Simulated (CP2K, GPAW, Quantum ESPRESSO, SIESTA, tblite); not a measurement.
**How far do other methods lie from plane waves? Amorphous carbon (160 atoms)**

One geometry of amorphous carbon (160 atoms) is solved by several programs and methods. How far do their forces lie from a plane-wave PBE run?

Results are calculated, not measured.

**1. The structure**

The cell holds 160 atoms (160 C), with edges of 12.34, 12.34 and 12.34 Å. Recipe: 160 atoms (160 C) placed at random at 1.7 g/cm³, melted at 6000 K for 10 ps at fixed volume with the LCBOP (Los and Fasolino, Phys. Rev. B 68, 024107 (2003)). Quenched from 4800 K to 100 K at 500 K/ps and fixed volume, held 5 ps. Then every atom was moved at random, 0.03 Å r.m.s. a Cartesian component. The density is 1.70 g/cm³.

**2. The reference input**

Quantum ESPRESSO 7.5: Kohn-Sham DFT, PBE, SSSP efficiency 1.3.0 pseudopotentials, plane waves. Its input, pw.in:

```
&control
  calculation = 'scf'
  pseudo_dir = './pseudo'
  outdir = './tmp'
  disk_io = 'none'
  tprnfor = .true.
  tstress = .true.
/
&system
  ibrav = 0
  nat = 160
  ntyp = 1
  ecutwfc = 45
  ecutrho = 360
  nosym = .true.
  occupations = 'smearing'
  smearing = 'fd'
  degauss = 0.003675
/
&electrons
  conv_thr = 8.0e-07
  electron_maxstep = 100
  mixing_beta = 0.2
  mixing_mode = 'local-TF'
  diagonalization = 'david'
/
ATOMIC_SPECIES
C 12.011 C.upf
CELL_PARAMETERS angstrom
12.34060 0.00000 0.00000
0.00000 12.34060 0.00000
0.00000 0.00000 12.34060
ATOMIC_POSITIONS crystal
C 0.27587 0.78337 0.66933
C 0.73203 0.86856 0.03279
C 0.74236 0.92330 0.74300
C 0.63610 0.97013 0.69643
[... 154 atom lines left out ...]
C 0.36895 0.31337 0.68724
C 0.67627 0.89054 0.46505
K_POINTS gamma
```

```console
$ OMP_NUM_THREADS=1 mpirun -np 4 pw.x -in pw.in > output.txt
```

Elapsed: 5.2 min, on 4 MPI ranks of Arm Neoverse V1, shared host; peak memory 7 GiB; 21 min of CPU time.

It converged with an r.m.s. force component of 2.0 eV/Å and a pressure of -10 GPa.

**3. The other programs**

- CP2K 2026.2: Gaussian basis with GTH pseudopotentials and a plane-wave density; labels give functional, basis (MOLOPT sets; SR short-range, UZH the newer set with its own potentials), grid cutoff/relative cutoff and solver (OT: orbital transformation; TRS4, TC2, SIGN: linear-scaling purification with its sparsity filter), or its built-in tight binding.
- GPAW 26.7.0: PAW with atomic orbitals (LCAO), plane waves or a real-space grid of spacing h.
- SIESTA 5.4.2: numerical atomic orbitals, whose automatically made sets are far from complete, with PseudoDojo norm-conserving potentials that we converted to its format (checked against plane waves on the same files for H, C, O, Si, Ge and Ca alone); labels give functional, basis size, energy shift and mesh cutoff.
- tblite 0.8.0: extended tight binding, driven from Python.

All use the same cell and atoms, and the electronic-structure runs the same k-mesh.

**4. All runs compared**

Differences are against the reference: forces as r.m.s. over components, share as that over the reference's r.m.s. force, slope as the fitted ratio of a run's forces to the reference's.

```
                                                         run  Δ force, r.m.s. (meV/Å)  share (%)  slope  Δ pressure (GPa)  cores  CPU time  memory (GiB)
                                                   reference                        -          -      -                 -      4    21 min           7.0
     CP2K PBE, DZVP-UZH, 157/50 Ry, diagonalisation (coarse)                     60.1       2.98  1.016             0.894      4    15 min           2.2
              CP2K PBE, DZVP-UZH, 450/50 Ry, diagonalisation                     47.2       2.34  1.014             0.868      4    18 min           4.8
CP2K PBE, SZV-MOLOPT-SR, 450/50 Ry, diagonalisation (coarse)                      680       33.7  1.304              5.72      2   6.8 min           3.4
                                 GPAW PBE, LCAO dzp, h 0.2 Å                      196       9.71  1.032                 -      4    16 min           3.4
                    GPAW PBE, LCAO sz(dzp), h 0.2 Å (coarse)                      859       42.5  1.146                 -      1   2.1 min           1.0
                   GPAW PBE, LCAO szp(dzp), h 0.2 Å (coarse)                      444       22.0  1.044                 -      2   6.8 min           1.7
        SIESTA PBE, DZP, shift 0.01 Ry, mesh 150 Ry (coarse)                      294       14.6  1.055              5.09      4   6.7 min           1.7
                 SIESTA PBE, DZP, shift 0.01 Ry, mesh 300 Ry                      294       14.6  1.055              5.09      4    14 min           2.7
         SIESTA PBE, SZ, shift 0.01 Ry, mesh 300 Ry (coarse)                     1032       51.1  1.190              24.2      1     3 min          0.94
                                             tblite GFN1-xTB                      360       17.8  1.036             -5.44      1     7.2 s          0.15
                                             tblite GFN2-xTB                      350       17.3  1.018             -7.73      1      17 s          0.16
```

Rows marked coarse were listed beforehand as settings not expected to be converged; some can still land near the reference.

CPU time is summed over cores on shared hosts, so it is rough.

**5. Findings**

Forces lie from 2.3 % (CP2K PBE, DZVP-UZH, 450/50 Ry, diagonalisation) to 51 % (SIESTA PBE, SZ, shift 0.01 Ry, mesh 300 Ry, coarse) of the reference's r.m.s. force of 2.0 eV/Å away from it. The PBE runs in local orbitals, coarse settings apart, differ by 2.3 % (CP2K PBE, DZVP-UZH, 450/50 Ry, diagonalisation) to 15 % (SIESTA PBE, DZP, shift 0.01 Ry, mesh 300 Ry); basis, grid and potentials can all enter. Tight binding differs by 17 % (tblite GFN2-xTB) to 18 % (tblite GFN1-xTB); it is another model, with fitted parameters of its own, and the xTB methods hold dispersion. Runs with settings chosen to be coarse differ by 3.0 % (CP2K PBE, DZVP-UZH, 157/50 Ry, diagonalisation) to 51 % (SIESTA PBE, SZ, shift 0.01 Ry, mesh 300 Ry), their programs' other errors included.

CP2K PBE, SZV-MOLOPT-SR, 450/50 Ry, diagonalisation stiffens the forces by a factor of 1.30 while following their directions (correlation 0.994); the slopes of the 3 CP2K runs lie between 1.01 and 1.30. From CP2K PBE, DZVP-UZH, 157/50 Ry, diagonalisation to the finer CP2K PBE, DZVP-UZH, 450/50 Ry, diagonalisation the share falls from 3.0 to 2.3 %. From SIESTA PBE, DZP, shift 0.01 Ry, mesh 150 Ry to the finer SIESTA PBE, DZP, shift 0.01 Ry, mesh 300 Ry the share goes from 14.6 to 14.6 %, so the grid isn't what parts these runs from the reference. Pressures at PBE, coarse settings apart, lie +0.87 to +5.09 GPa from the reference's.

**Limits.** Periodic xTB results under one method name differ between programs and library versions. Forces of 2.0 eV/Å r.m.s. are well above thermal ones: they come largely from the bond lengths of the classical model and from the random displacements, and they dominate the comparison. The reference's pressure holds the uncorrected Pulay stress of its 45 Ry basis, so small pressure differences may be the reference's own error. The quench rate of 500 K/ps is many orders above laboratory rates, so the cell is likely richer in defects and strain than a real sample. The network of bonds at the start is that of the classical potential that made the cell, and needn't be the one that DFT or experiment would give. The reference's stress is far from hydrostatic: its diagonal is -11.1, -12.1, -7.1 GPa, compression counted positive. The electronic-structure runs sample only Γ, in a cell whose shortest periodic width is 12 Å, which is coarse for a cell with partly filled levels. Where levels are smeared, the DFT runs use Fermi–Dirac occupations at 580 K (0.05 eV), and energies are free energies. The atoms were displaced at random, and shares hang on the size of the forces that this gives. The reference's cutoffs and mesh weren't converged further here.

[Logs are printed without paths, hosts, clocks, repeated set-up lines and the standing remarks that a program may print on its own settings, such as how far it seeks lower states.]

[Hosts, paths, dates, database ids (printed as entryN), source tags and the programs' standing remarks are cut or masked in the printed files.]

[Cells were taken only where this reference lay near another plane-wave run.]
